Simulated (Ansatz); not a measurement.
# Ca on Ni(111): change of the work function

How does one ordered layer of Ca (fcc site) change the work function of Ni(111), and what dipole does each adsorbate carry?

Program: Ansatz 0.2.0. Level of theory: plane-wave DFT, PBE, Ansatz PAW. Values are calculated unless marked as measured.

**1. The starting structure**

The cell holds 4 atoms: 4 Ni. Its edges and angles: a = 2.489 Å, b = 2.489 Å, c = 24.097 Å, α = 90.0°, β = 90.0°, γ = 60.0°. Vacuum lies along c.

As a file:

```cif
data_structure
_symmetry_space_group_name_H-M 'P 1'
_symmetry_Int_Tables_number 1
_cell_length_a 2.4890
_cell_length_b 2.4890
_cell_length_c 24.0968
_cell_angle_alpha 90.000
_cell_angle_beta 90.000
_cell_angle_gamma 60.000
_cell_volume 129.28
loop_
_atom_site_label
_atom_site_type_symbol
_atom_site_fract_x
_atom_site_fract_y
_atom_site_fract_z
_atom_site_occupancy
Ni1 Ni 0.00000 0.00000 0.37349 1
Ni2 Ni 0.33333 0.33333 0.45783 1
Ni3 Ni 0.66667 0.66667 0.54217 1
Ni4 Ni 0.00000 0.00000 0.62651 1
```

**2. The clean slab**

The bare slab comes first, as the zero from which every change is counted. The two lowest layers are held at bulk places and the upper ones relax. The dipole correction removes the false field that a one-sided slab makes across the periodic vacuum, so each face gets a flat vacuum level of its own.

The input, input.yaml:

```yaml
crystal:
  lattice:
    - [2.4890158698, 0.0, 0.0]
    - [1.2445079349, 2.1555509736, 0.0]
    - [0.0, 0.0, 24.0968188426]
  atoms:
    - { symbol: Ni, position: [0.0, 0.0, 0.3734932839], spin: 0.7 }
    - { symbol: Ni, position: [0.3333333333, 0.3333333333, 0.4578310946], spin: 0.7 }
    - { symbol: Ni, position: [0.6666666667, 0.6666666667, 0.5421689054], spin: 0.7 }
    - { symbol: Ni, position: [0.0, 0.0, 0.6265067161], spin: 0.7 }
magnetization:
  spin_polarized: true
kpoints:
  mp_grid: { grid: [12, 12, 1] }
hamiltonian:
  xc: pbe
scf:
  occupations: { method: fermi_dirac, width: 0.1 }
  convergence: { dr2_threshold: 1.0e-08 }
efield:
  axis: 3
  dipole_correction: true
  ramp_position: 0.97
  ramp_width: 0.06
relax:
  f_tol: 0.02
  max_steps: 60
  constraints: [{ sites: [0, 1] }]
output:
  write_potential: true
  write_density: true
  volumetric_format: npy
```

Run with:

```bash
ansatz run input.yaml --threads 4 --pin off --max-ram 6144MiB --backend cpu --events-out ev --progress --plain --runs-dir out
```

Log:

```text
Engine: ansatz 0.2.0, aarch64-unknown-linux-gnu
Pseudopotentials: kind: paw
Pseudopotential: Ni, paw, valence charge 18, recommended cutoff 420 eV (normal), Ni.paw.azcp
Functional definition: PBE
  parameter kappa = 0.804
  parameter beta = 0.066725
  exchange = pbe_x(kappa = kappa, mu = beta*pi^2/3)
  correlation = pbe_c(beta = beta)
Crystal: 4 atoms, lattice volume = 129.284 Å³
Basis set: ecut = 420 eV, 2439 PW (Γ), exchange–correlation on 36×36×324 points (8 copies of the dense FFT grid, shifted against one another)
Bands: 45, of which v1, the nominal top of the filled ones, is band 36 counted from 1 (35 counted from 0)
Symmetry: 6 space group operations
k-points: 19 of 144 (time reversal used)
Non-local potential: Ni, projectors of the file, l = 0: 3, l = 1: 2, l = 2: 3, l = 3: 1
PAW form: soft (Blöchl's): semilocal exchange-correlation on the pseudo side does not see the compensation charge
PAW one-centre angular grid: Ni, 590 points (default); XC on 64 Gauss nodes
Initial density: superposition of atomic densities (neutral atoms: chi_scale 0, normalization atom)
Starting moments: Σ|m| = 2.8 μB on 4 of 4 sites
Initial wavefunctions: pseudopotential atomic-orbital guess
Functional: x = pbe(κ = 0.804, μ = 0.219515), c = pbe(β = 0.066725)
SCF iter   1: F=—  HF=-23353.905145 eV  |F-HF|=—  |Δ(HF+E_count)|=         —  Δρ=2.86e-2 (↑1.12e-2 ↓2.86e-2)  dr2=2.62e0  dr2_m=2.76e-1  M=2.997 μB ∫|m|=3.146 μB  β_m=1.00  ethr=3.10e-3  p=0.000 e·Å  D=3.58e-13 V/Å  ΔV_dip=-0.00 eV  dr2_dipole=4.80e-7  V_vac-E_F(+/−)=7.25/7.25 eV  ⟨swp⟩=10.9  Hψ=8806  notcnv=0  defer=16
Mixer restart at iter 1: flushing history
efield: sawtooth ramp at fractional position 0.9700 (set: `efield.ramp_position`, or a place that a band, a saddle search or an elastic batch's reference lends), width 0.0600; the density the first Hamiltonian is built on has a dipole p = 0.000 e·Å; the dipole correction subtracts the counter field D = 3.58e-13 V/Å, which shifts the + side's vacuum level by -0.00 eV against the − side's; the planar-averaged density in the ramp window peaks in size at 7.6e-6 e/Å³
preconditioner: auto → LDOS  [metal: Δε(μ)=0.005 eV  Ē_g=7.174 eV  σ=0.100 eV  W_gap=0.01  n_scr=18 (ndim 8)  ℏωp=20.7 eV  f_vac=0.604  D(μ)=7.90/eV (n_scr^D=102)]
spin=Collinear: LDOS preconditioning applied to the charge; magnetization (m = ρ↑ − ρ↓) channel mixes plain (no charge-response kernel on spin).
SCF iter   2: F=—  HF=-23354.537091 eV  |F-HF|=—  |Δ(HF+E_count)|=   6.32e-1  Δρ=1.21e-2 (↑1.21e-2 ↓9.37e-3)  dr2=4.70e-1  dr2_m=6.08e-3  M=2.950 μB ∫|m|=3.239 μB  β_m=0.32  ethr=3.10e-3  p=-0.000 e·Å  D=-1.18e-5 V/Å  ΔV_dip=0.00 eV  dr2_dipole=1.68e-7  V_vac-E_F(+/−)=6.45/6.45 eV  ⟨swp⟩=2.3  Hψ=2954  notcnv=0  defer=39
density mixer auto → msr1: a metal under ldos (density of states about μ 3.85 of a free-electron gas's, 18 screened modes)
SCF iter   3: F=—  HF=-23355.900691 eV  |F-HF|=—  |Δ(HF+E_count)|=    1.36e0  Δρ=6.31e-3 (↑6.31e-3 ↓4.98e-3)  dr2=1.22e-1  dr2_m=5.55e-3  M=2.942 μB ∫|m|=3.263 μB  β_m=0.52  ethr=6.53e-4  p=-0.000 e·Å  D=-2.13e-7 V/Å  ΔV_dip=0.00 eV  dr2_dipole=6.03e-9  V_vac-E_F(+/−)=6.01/6.01 eV  ⟨swp⟩=3.0  Hψ=2841  notcnv=0  defer=40
SCF iter   4: F=—  HF=-23357.393574 eV  |F-HF|=—  |Δ(HF+E_count)|=         —  Δρ=6.98e-3 (↑4.12e-3 ↓6.98e-3)  dr2=1.03e-1  dr2_m=3.75e-3  M=2.826 μB ∫|m|=3.215 μB  β_m=0.52  ethr=1.70e-4  p=-0.000 e·Å  D=-2.46e-6 V/Å  ΔV_dip=0.00 eV  dr2_dipole=3.15e-9  V_vac-E_F(+/−)=5.44/5.44 eV  ⟨swp⟩=3.7  Hψ=3872  notcnv=0  defer=38
SCF iter   5: F=—  HF=-23357.642354 eV  |F-HF|=—  |Δ(HF+E_count)|=   2.49e-1  Δρ=4.88e-3 (↑1.50e-3 ↓4.88e-3)  dr2=3.19e-2  dr2_m=5.57e-3  M=2.736 μB ∫|m|=3.135 μB  β_m=0.76  ethr=1.43e-4  p=0.000 e·Å  D=1.02e-6 V/Å  ΔV_dip=-0.00 eV  dr2_dipole=4.32e-9  V_vac-E_F(+/−)=5.26/5.26 eV  ⟨swp⟩=2.4  Hψ=2763  notcnv=0  defer=40
SCF iter   6: F=—  HF=-23357.693928 eV  |F-HF|=—  |Δ(HF+E_count)|=   5.16e-2  Δρ=2.88e-3 (↑1.47e-3 ↓2.88e-3)  dr2=1.26e-2  dr2_m=1.52e-3  M=2.669 μB ∫|m|=3.070 μB  β_m=0.86  ethr=4.44e-5  p=-0.000 e·Å  D=-5.89e-6 V/Å  ΔV_dip=0.00 eV  dr2_dipole=2.14e-8  V_vac-E_F(+/−)=5.15/5.15 eV  ⟨swp⟩=2.2  Hψ=2708  notcnv=0  defer=40
SCF iter   7: F=—  HF=-23357.694448 eV  |F-HF|=—  |Δ(HF+E_count)|=   5.20e-4  Δρ=2.31e-3 (↑1.35e-3 ↓2.31e-3)  dr2=9.68e-3  dr2_m=5.46e-4  M=2.662 μB ∫|m|=3.065 μB  β_m=0.72  ethr=1.75e-5  p=0.000 e·Å  D=1.37e-5 V/Å  ΔV_dip=-0.00 eV  dr2_dipole=5.06e-8  V_vac-E_F(+/−)=5.06/5.06 eV  ⟨swp⟩=2.7  Hψ=3609  notcnv=0  defer=46
SCF iter   8: F=—  HF=-23357.693229 eV  |F-HF|=—  |Δ(HF+E_count)|=   1.22e-3  Δρ=4.06e-4 (↑1.85e-4 ↓4.06e-4)  dr2=3.64e-4  dr2_m=1.71e-5  M=2.660 μB ∫|m|=3.064 μB  β_m=0.68  ethr=1.34e-5  p=-0.000 e·Å  D=-3.62e-6 V/Å  ΔV_dip=0.00 eV  dr2_dipole=1.02e-8  V_vac-E_F(+/−)=5.09/5.09 eV  ⟨swp⟩=2.0  Hψ=2577  notcnv=0  defer=48
SCF iter   9: F=—  HF=-23357.693190 eV  |F-HF|=—  |Δ(HF+E_count)|=   3.90e-5  Δρ=1.79e-4 (↑7.00e-5 ↓1.79e-4)  dr2=3.02e-5  dr2_m=1.70e-5  M=2.661 μB ∫|m|=3.067 μB  β_m=0.69  ethr=5.05e-7  p=0.000 e·Å  D=3.89e-6 V/Å  ΔV_dip=-0.00 eV  dr2_dipole=1.53e-8  V_vac-E_F(+/−)=5.09/5.09 eV  ⟨swp⟩=3.2  Hψ=3585  notcnv=0  defer=48
SCF iter  10: F=—  HF=-23357.693186 eV  |F-HF|=—  |Δ(HF+E_count)|=   3.73e-6  Δρ=5.06e-5 (↑4.29e-5 ↓5.06e-5)  dr2=1.84e-6  dr2_m=2.32e-6  M=2.661 μB ∫|m|=3.067 μB  β_m=0.80  ethr=4.19e-8  p=-0.000 e·Å  D=-3.67e-6 V/Å  ΔV_dip=0.00 eV  dr2_dipole=5.53e-9  V_vac-E_F(+/−)=5.08/5.08 eV  ⟨swp⟩=2.1  Hψ=2621  notcnv=0  defer=48
SCF iter  11: F=—  HF=-23357.693187 eV  |F-HF|=—  |Δ(HF+E_count)|=   9.70e-7  Δρ=2.05e-5 (↑1.28e-5 ↓2.05e-5)  dr2=6.07e-7  dr2_m=1.91e-7  M=2.661 μB ∫|m|=3.067 μB  β_m=0.87  ethr=2.55e-9  p=0.000 e·Å  D=7.88e-6 V/Å  ΔV_dip=-0.00 eV  dr2_dipole=2.87e-8  V_vac-E_F(+/−)=5.08/5.08 eV  ⟨swp⟩=2.1  Hψ=2535  notcnv=0  defer=48
SCF iter  12: F=—  HF=-23357.693187 eV  |F-HF|=—  |Δ(HF+E_count)|=   2.51e-7  Δρ=1.80e-5 (↑1.51e-5 ↓1.80e-5)  dr2=9.33e-7  dr2_m=1.72e-8  M=2.661 μB ∫|m|=3.067 μB  β_m=0.65  ethr=8.43e-10  p=-0.000 e·Å  D=-1.24e-5 V/Å  ΔV_dip=0.00 eV  dr2_dipole=7.47e-8  V_vac-E_F(+/−)=5.08/5.08 eV  ⟨swp⟩=2.5  Hψ=3401  notcnv=0  defer=48
SCF iter  13: F=—  HF=-23357.693187 eV  |F-HF|=—  |Δ(HF+E_count)|=   2.13e-7  Δρ=3.08e-6 (↑2.15e-6 ↓3.08e-6)  dr2=3.91e-8  dr2_m=2.54e-9  M=2.661 μB ∫|m|=3.067 μB  β_m=0.82  ethr=8.43e-10  p=-0.000 e·Å  D=-2.09e-6 V/Å  ΔV_dip=0.00 eV  dr2_dipole=9.96e-9  V_vac-E_F(+/−)=5.08/5.08 eV  ⟨swp⟩=2.1  Hψ=2507  notcnv=0  defer=48
[...]
density mixer auto → msr1: a metal under ldos (density of states about μ 3.54 of a free-electron gas's, 18 screened modes)
SCF iter   3: F=—  HF=-23357.695252 eV  |F-HF|=—  |Δ(HF+E_count)|=   3.47e-6  Δρ=3.61e-4 (↑3.61e-4 ↓2.26e-4)  dr2=1.98e-4  dr2_m=3.76e-5  M=2.664 μB ∫|m|=3.069 μB  β_m=0.44  ethr=1.15e-6  p=0.001 e·Å  D=1.05e-3 V/Å  ΔV_dip=-0.03 eV  dr2_dipole=3.96e-5  V_vac-E_F(+/−)=5.05/5.08 eV  ⟨swp⟩=1.8  Hψ=2163  notcnv=0  defer=48
SCF iter   4: F=—  HF=-23357.695307 eV  |F-HF|=—  |Δ(HF+E_count)|=   5.46e-5  Δρ=1.71e-4 (↑1.71e-4 ↓1.57e-4)  dr2=3.30e-5  dr2_m=2.06e-5  M=2.663 μB ∫|m|=3.067 μB  β_m=0.46  ethr=2.74e-7  p=0.001 e·Å  D=8.26e-4 V/Å  ΔV_dip=-0.02 eV  dr2_dipole=2.43e-8  V_vac-E_F(+/−)=5.06/5.08 eV  ⟨swp⟩=1.5  Hψ=1921  notcnv=0  defer=48
SCF iter   5: F=—  HF=-23357.695322 eV  |F-HF|=—  |Δ(HF+E_count)|=   1.50e-5  Δρ=7.39e-5 (↑5.22e-5 ↓7.39e-5)  dr2=5.11e-6  dr2_m=4.02e-6  M=2.662 μB ∫|m|=3.067 μB  β_m=0.61  ethr=4.58e-8  p=0.000 e·Å  D=6.00e-4 V/Å  ΔV_dip=-0.01 eV  dr2_dipole=8.35e-7  V_vac-E_F(+/−)=5.07/5.08 eV  ⟨swp⟩=2.1  Hψ=2952  notcnv=0  defer=48
SCF iter   6: F=—  HF=-23357.695328 eV  |F-HF|=—  |Δ(HF+E_count)|=   6.07e-6  Δρ=4.54e-5 (↑4.33e-5 ↓4.54e-5)  dr2=5.56e-6  dr2_m=7.72e-7  M=2.661 μB ∫|m|=3.066 μB  β_m=0.57  ethr=7.10e-9  p=0.000 e·Å  D=4.49e-4 V/Å  ΔV_dip=-0.01 eV  dr2_dipole=1.56e-7  V_vac-E_F(+/−)=5.07/5.08 eV  ⟨swp⟩=3.1  Hψ=3518  notcnv=0  defer=48
SCF iter   7: F=—  HF=-23357.695328 eV  |F-HF|=—  |Δ(HF+E_count)|=   4.70e-7  Δρ=2.52e-5 (↑2.52e-5 ↓1.49e-5)  dr2=2.59e-6  dr2_m=2.45e-7  M=2.661 μB ∫|m|=3.065 μB  β_m=0.52  ethr=7.10e-9  p=0.000 e·Å  D=3.65e-4 V/Å  ΔV_dip=-0.01 eV  dr2_dipole=9.20e-7  V_vac-E_F(+/−)=5.07/5.08 eV  ⟨swp⟩=2.1  Hψ=2796  notcnv=0  defer=48
SCF iter   8: F=—  HF=-23357.695328 eV  |F-HF|=—  |Δ(HF+E_count)|=   1.08e-7  Δρ=1.02e-5 (↑9.82e-6 ↓1.02e-5)  dr2=4.18e-8  dr2_m=1.01e-7  M=2.661 μB ∫|m|=3.065 μB  β_m=0.69  ethr=3.59e-9  p=0.000 e·Å  D=3.80e-4 V/Å  ΔV_dip=-0.01 eV  dr2_dipole=2.27e-9  V_vac-E_F(+/−)=5.07/5.08 eV  ⟨swp⟩=2.4  Hψ=2355  notcnv=0  defer=48
SCF iter   9: F=—  HF=-23357.695329 eV  |F-HF|=—  |Δ(HF+E_count)|=   1.88e-7  Δρ=4.90e-6 (↑4.07e-6 ↓4.90e-6)  dr2=1.37e-7  dr2_m=1.16e-8  M=2.660 μB ∫|m|=3.065 μB  β_m=0.62  ethr=5.81e-11  p=0.000 e·Å  D=3.76e-4 V/Å  ΔV_dip=-0.01 eV  dr2_dipole=2.33e-9  V_vac-E_F(+/−)=5.07/5.08 eV  ⟨swp⟩=3.1  Hψ=3695  notcnv=0  defer=48
SCF iter  10: F=—  HF=-23357.695329 eV  |F-HF|=—  |Δ(HF+E_count)|=   1.76e-9  Δρ=2.50e-6 (↑2.50e-6 ↓2.27e-6)  dr2=2.53e-8  dr2_m=3.14e-9  M=2.660 μB ∫|m|=3.065 μB  β_m=0.56  ethr=5.81e-11  p=0.000 e·Å  D=3.70e-4 V/Å  ΔV_dip=-0.01 eV  dr2_dipole=7.75e-9  V_vac-E_F(+/−)=5.07/5.08 eV  ⟨swp⟩=2.3  Hψ=3262  notcnv=0  defer=48
SCF iter  11: F=—  HF=-23357.695329 eV  |F-HF|=—  |Δ(HF+E_count)|=   3.96e-9  Δρ=1.37e-6 (↑1.37e-6 ↓1.25e-6)  dr2=3.07e-9  dr2_m=1.07e-9  M=2.660 μB ∫|m|=3.065 μB  β_m=0.56  ethr=3.52e-11  p=0.000 e·Å  D=3.74e-4 V/Å  ΔV_dip=-0.01 eV  dr2_dipole=4.12e-10  V_vac-E_F(+/−)=5.07/5.08 eV  ⟨swp⟩=2.0  Hψ=2494  notcnv=0  defer=48
SCF iter  12: F=—  HF=-23357.695329 eV  |F-HF|=—  |Δ(HF+E_count)|=  3.27e-11  Δρ=9.58e-7 (↑9.58e-7 ↓4.74e-7)  dr2=1.33e-9  dr2_m=5.63e-10  M=2.660 μB ∫|m|=3.065 μB  β_m=0.78  ethr=4.27e-12  p=0.000 e·Å  D=3.75e-4 V/Å  ΔV_dip=-0.01 eV  dr2_dipole=6.93e-11  V_vac-E_F(+/−)=5.07/5.08 eV  ⟨swp⟩=2.1  Hψ=2475  notcnv=0  defer=48
SCF iter  13: F=—  HF=-23357.695329 eV  |F-HF|=—  |Δ(HF+E_count)|=   1.54e-9  Δρ=2.68e-6 (↑4.01e-7 ↓2.68e-6)  dr2=1.69e-8  dr2_m=1.71e-9  M=2.660 μB ∫|m|=3.065 μB  β_m=0.89  ethr=1.84e-12  p=0.000 e·Å  D=3.77e-4 V/Å  ΔV_dip=-0.01 eV  dr2_dipole=1.12e-11  V_vac-E_F(+/−)=5.07/5.08 eV  ⟨swp⟩=2.0  Hψ=2430  notcnv=0  defer=48
SCF iter  14: F=-23357.695329 eV  HF=-23357.695329 eV  |F-HF|=3.15e-9  |Δ(HF+E_count)|=  7.89e-10  Δρ=9.53e-7 (↑4.16e-7 ↓9.53e-7)  dr2=3.21e-9  dr2_m=1.09e-10  M=2.660 μB ∫|m|=3.065 μB  ethr=1.84e-12  p=0.000 e·Å  D=3.78e-4 V/Å  ΔV_dip=-0.01 eV  dr2_dipole=6.19e-10  V_vac-E_F(+/−)=5.07/5.08 eV  ⟨swp⟩=6.3  Hψ=10600  notcnv=0
SCF 3 converged in 14 iterations: F = -23357.695329 eV  dr2 = 3.21e-9
relax step   3: F+E_penalty+E_count = -23357.69532856 eV  Δ(F+E_penalty+E_count) = -7.170e-4 eV  max|allowed force component| = 2.492e-3 eV/Å  Δτ_max = 0.0193 Å  (14 SCF iters, accepted)
NSCF: frozen V_eff on 19 k-points
the band table was solved once a step of the walk had ended and its energy, with any forces and stress, was formed, with the checks that follow a solve (9208 applications of the Hamiltonian). They found nothing against the state; the energy, forces and stress were not computed again (output.eigenvalues in the input reference)
WARN: The output density's exchange-correlation potential varies sharply where the density is thin. Do not read a vacuum level from v_tot or v_xc, or from such a field of the output density. On a cell that repeats whose density bears no net charge and no dipole along the vacuum's axis use v_es (v_loc + v_h of the components); under efield.dipole_correction with no amplitude use v_es + v_field, which holds any externa [...]
SCF converged after 14 iterations
Magnetization: 2.6604 μB (37.3302 up, 34.6698 down)
Absolute magnetization: 3.0681 μB (∫|ρ↑−ρ↓|, with the PAW one-centre terms)
Spin contamination: 0.0397 ħ² per cell (⟨S²⟩ above its minimum at these occupations)
Per-site moments (μB) at R_I (Å): [(0.697093, 1.026719), (0.715500, 1.024444), (0.716982, 1.017614), (0.700574, 1.017614)]
Free energy (F): -23357.695329 eV
Harris-Foulkes:  -23357.695329 eV  (|F-HF|=3.15e-9)
Internal energy: -23357.459514 eV  (E = F + TS)
E sigma→0 (E₀):  -23357.577421 eV
Entropy (-TS):   -0.235815 eV (-58.954 meV/atom)
Fermi energy:    2.806611 eV
Dipole field:    D = 0.000420 V/Å  (p = 0.000300 e·Å, saw-weighted, corrected)
Work function:   Φ+ = 5.0720 eV   Φ− = 5.0821 eV
Levels:          The Fermi level and band energies are counted from a zero that moves with the ramp; work functions are not
--- Per-component energies (eV) ---
  E_band       = -2233.047890
  E_kinetic    = 1126.070206
  E_local      = -172553.846970  (includes V_loc(G=0)·N_el)
  E_nonlocal   = 2547.333296
  E_hartree    = 84594.354199
  E_xc         = -336.334423
  E_vxc        = -433.429848  (∫ρ·V_xc dr)
  E_paw        = -6522.740071  (= ΣΔE_a)
  E_vpaw       = -2107.890488  (= ΣTr[D̂ρ^β])
  E_aug_tail   = 0.002094  (compensation charges beyond the density's cutoff)
  E_efield     = 0.000000  (sawtooth field / dipole correction)
  E_vefield    = 0.000307  (∫n·V_field dr)
  E_ewald      = 67787.702154
  E_smearing   = -0.235815  (= −TS)
  E_closure    = -0.000000  (closes the sum)
  Σ components = -23357.695329   (vs F -23357.695329, Δ=0.00e0)
--- Forces (eV/Å), atoms counted from 1 ---
  atom   1  Ni    -0.00000000    -0.00000000     0.14360102
  atom   2  Ni    -0.00000000     0.00000000    -0.14452175
  atom   3  Ni     0.00000000    -0.00000000    -0.00158484
  atom   4  Ni     0.00000000     0.00000000     0.00249224
  max |Σ_I F_I| component: 1.33e-5 eV/Å
--- Band table (eV; the first three rows and the last of 38) ---
  k-point 0 ↑: bands = [... 32 lower, 1.4980, 1.6464, 1.6464, 2.0208, 2.0208, 2.1301, 2.1788, 2.1788, ... 5 higher]
  k-point 1 ↑: bands = [... 32 lower, 1.4402, 1.5080, 1.6627, 1.6938, 1.8504, 2.0182, 2.1827, 2.7997, ... 5 higher]
  k-point 2 ↑: bands = [... 32 lower, 1.2167, 1.3936, 1.5035, 1.6730, 2.0108, 2.1822, 2.1914, 3.6577, ... 5 higher]
  k-point 18 ↓: bands = [... 32 lower, 2.7441, 2.8850, 2.8850, 2.8927, 7.8453, 8.0826, 8.0958, 8.8517, ... 5 higher]
--- Relaxed structure (3 steps of the walk, 3 accepted, 0 SCFs on fresh bases) ---
  F+E_penalty+E_count = -23357.69532856 eV   max|allowed force component| = 2.492e-3 eV/Å
  atoms:
    - { symbol: Ni, position: [0.0, 0.0, 0.373493] }
    - { symbol: Ni, position: [0.333333, 0.333333, 0.4578310946] }
    - { symbol: Ni, position: [0.666667, 0.666667, 0.541888] }
    - { symbol: Ni, position: [0, 0.0, 0.625102] }
```

The job ended after 28 s (4 threads of Arm Neoverse V1, shared host; peak memory 0.53 GiB; 1.8 min of CPU time).

The steps of the relaxation:

```
step  energy less that of the first step (eV)  largest force component (eV/Å)
   1                                   0.0000                          0.1468
   2                                  -0.0014                          0.0868
   3                                  -0.0021                          0.0025
```

The run keeps the 6 symmetry operations that the program found, so distortions that break them were not tested.

The atoms that moved most (Å):

```
atom     dx     dy      dz  length
 Ni4  0.000  0.000  -0.034   0.034
 Ni3  0.000  0.000  -0.007   0.007
```

Final coordinates:

```xyz
4
Lattice="2.4890 0.0000 0.0000 1.2445 2.1556 0.0000 0.0000 0.0000 24.0968" Properties=species:S:1:pos:R:3
Ni    0.0000    0.0000    9.0000
Ni    1.2445    0.7185   11.0323
Ni    2.4890    1.4370   13.0578
Ni    0.0000    0.0000   15.0630
```

Read from the output:

```
energy at zero smearing   : -23357.5774 eV
total moment              : 2.660 μB
site moments              : 0.6971, 0.7155, 0.7170, 0.7006 μB
work function, upper face : 5.072 eV
dipole along the normal   : 3.00e-4 e·Å
```

Running mean over 2.032 Å of the planar mean; the ramp of the sawtooth is left out. Table of electron's electrostatic potential energy less the Fermi level by z:

```
z (Å)  electron's electrostatic potential energy less the Fermi level (eV)
    3                                                                 5.08
    4                                                                 5.08
    5                                                                 5.08
    6                                                                 5.03
    7                                                                 4.40
    8                                                                -3.19
    9                                                                -10.0
   10                                                                -10.3
   11                                                                -10.4
   12                                                                -10.5
   13                                                                -10.4
   14                                                                -10.6
   15                                                                -10.2
   16                                                                -3.97
   17                                                                 4.26
   18                                                                 5.01
   19                                                                 5.07
   20                                                                 5.07
   21                                                                 5.07
```

Site moment by atom:

```
atom  site moment (μB)
 Ni1             0.697
 Ni2             0.716
 Ni3             0.717
 Ni4             0.701
```

The relaxation took 3 steps and lowered the energy by 0.0021 eV; the largest force on the free atoms ends at 0.0025 eV/Å.

The work function of the upper face is 5.07 eV.

(Continued in part 2 of 3.)

[Long decimals in the printed logs are rounded to 6 places.]

[Logs are printed without paths, hosts, clocks, repeated set-up lines and the standing remarks that a program may print on its own settings, such as how far it seeks lower states.]

[Hosts, paths, dates, database ids (printed as entryN), source tags and the programs' standing remarks are cut or masked in the printed files.]

[Maps of the electrostatic potential energy from Ansatz leave out the sawtooth potential of an applied field or a dipole correction, so their vacuum need not be flat; planar profiles and work functions include it.]
